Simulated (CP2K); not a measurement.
2-methoxyoxazole has these distinct C atoms: C1 (bonded to O and 3 H), C3 (bonded to N and 2 O), C5 (bonded to C, N and H) and C6 (bonded to C, O and H).

```xyz
12

C     2.2214    0.3519   -0.1993
O     1.2286    0.2349    0.8512
C    -0.0090    0.0068    0.4014
N    -0.4393   -0.1077   -0.8242
C    -1.8154   -0.3159   -0.6623
C    -2.1314   -0.3207    0.6571
O    -0.9539   -0.1120    1.3770
H     2.2451   -0.5639   -0.8031
H     3.1705    0.5037    0.3229
H     1.9876    1.2075   -0.8463
H    -2.4714   -0.4411   -1.5167
H    -3.0328   -0.4436    1.2424
```

Their partial C K spectra (CP2K XAS_TDP, all-electron GAPW, PBEh(45%), aug-cc-pVDZ, TDA, GW2X-corrected core level, no relativity) are given in random order, each times the number of alike atoms.

Gaussian full width 0.5 eV, oscillator strength per eV, alike atoms added, rows of zeros left out:

| E (eV) | curve 1 | curve 2 | curve 3 | curve 4 |
| --- | --- | --- | --- | --- |
| 287.75 | 0.000 | 0.000 | 0.000 | 0.002 |
| 288.00 | 0.000 | 0.000 | 0.000 | 0.028 |
| 288.25 | 0.000 | 0.000 | 0.001 | 0.089 |
| 288.50 | 0.000 | 0.000 | 0.020 | 0.073 |
| 288.75 | 0.000 | 0.000 | 0.080 | 0.015 |
| 289.00 | 0.000 | 0.000 | 0.079 | 0.001 |
| 289.25 | 0.000 | 0.000 | 0.020 | 0.000 |
| 289.50 | 0.000 | 0.000 | 0.001 | 0.000 |
| 290.00 | 0.000 | 0.005 | 0.000 | 0.000 |
| 290.25 | 0.000 | 0.048 | 0.000 | 0.000 |
| 290.50 | 0.000 | 0.129 | 0.000 | 0.002 |
| 290.75 | 0.000 | 0.088 | 0.000 | 0.012 |
| 291.00 | 0.003 | 0.015 | 0.006 | 0.019 |
| 291.25 | 0.033 | 0.001 | 0.034 | 0.012 |
| 291.50 | 0.085 | 0.000 | 0.054 | 0.012 |
| 291.75 | 0.055 | 0.000 | 0.040 | 0.011 |
| 292.00 | 0.009 | 0.000 | 0.016 | 0.008 |
| 292.25 | 0.001 | 0.000 | 0.005 | 0.010 |
| 292.50 | 0.007 | 0.000 | 0.010 | 0.012 |
| 292.75 | 0.045 | 0.000 | 0.015 | 0.011 |
| 293.00 | 0.084 | 0.000 | 0.017 | 0.006 |
| 293.25 | 0.044 | 0.000 | 0.018 | 0.009 |
| 293.50 | 0.013 | 0.001 | 0.010 | 0.027 |
| 293.75 | 0.007 | 0.006 | 0.014 | 0.033 |
| 294.00 | 0.007 | 0.007 | 0.031 | 0.023 |
| 294.25 | 0.017 | 0.005 | 0.027 | 0.017 |
| 294.50 | 0.032 | 0.009 | 0.011 | 0.017 |
| 294.75 | 0.033 | 0.011 | 0.006 | 0.011 |
| 295.00 | 0.032 | 0.008 | 0.006 | 0.006 |
| 295.25 | 0.033 | 0.007 | 0.006 | 0.007 |
| 295.50 | 0.040 | 0.009 | 0.004 | 0.007 |
| 295.75 | 0.030 | 0.036 | 0.003 | 0.010 |
| 296.00 | 0.009 | 0.082 | 0.004 | 0.022 |
| 296.25 | 0.006 | 0.071 | 0.006 | 0.021 |
| 296.50 | 0.004 | 0.040 | 0.006 | 0.012 |
| 296.75 | 0.002 | 0.028 | 0.007 | 0.005 |
| 297.00 | 0.003 | 0.023 | 0.009 | 0.002 |
| 297.25 | 0.009 | 0.012 | 0.005 | 0.003 |
| 297.50 | 0.012 | 0.007 | 0.007 | 0.002 |

**Question.** Which curve belongs to which atom?

Curve 1: C1 (bonded to O and 3 H), leading line at 291.55 eV (f = 0.046 an atom), ionisation energy 294.37 eV, term value 2.82 eV. Curve 2: C3 (bonded to N and 2 O), leading line at 290.56 eV (f = 0.071 an atom), ionisation energy 295.76 eV, term value 5.20 eV. Curve 3: C6 (bonded to C, O and H), leading line at 288.87 eV (f = 0.051 an atom), ionisation energy 293.43 eV, term value 4.56 eV. Curve 4: C5 (bonded to C, N and H), leading line at 288.34 eV (f = 0.052 an atom), ionisation energy 292.76 eV, term value 4.42 eV. The leading line of an atom is its first one with 35 % of the strongest within 2.5 eV of its lowest line over the strength cut. A line lies at the core ionisation energy, which rises as an atom loses charge to its neighbours or to a π system, less the term value, which is large for a low π* or σ* orbital with weight on that atom.

[Banner, clock and machine lines of the logs are left out without a mark of their own.]

[Logs are printed without paths, hosts, clocks, repeated set-up lines and the standing remarks that a program may print on its own settings, such as how far it seeks lower states.]

[Hosts, paths, dates, database ids (printed as entryN), source tags and the programs' standing remarks are cut or masked in the printed files.]
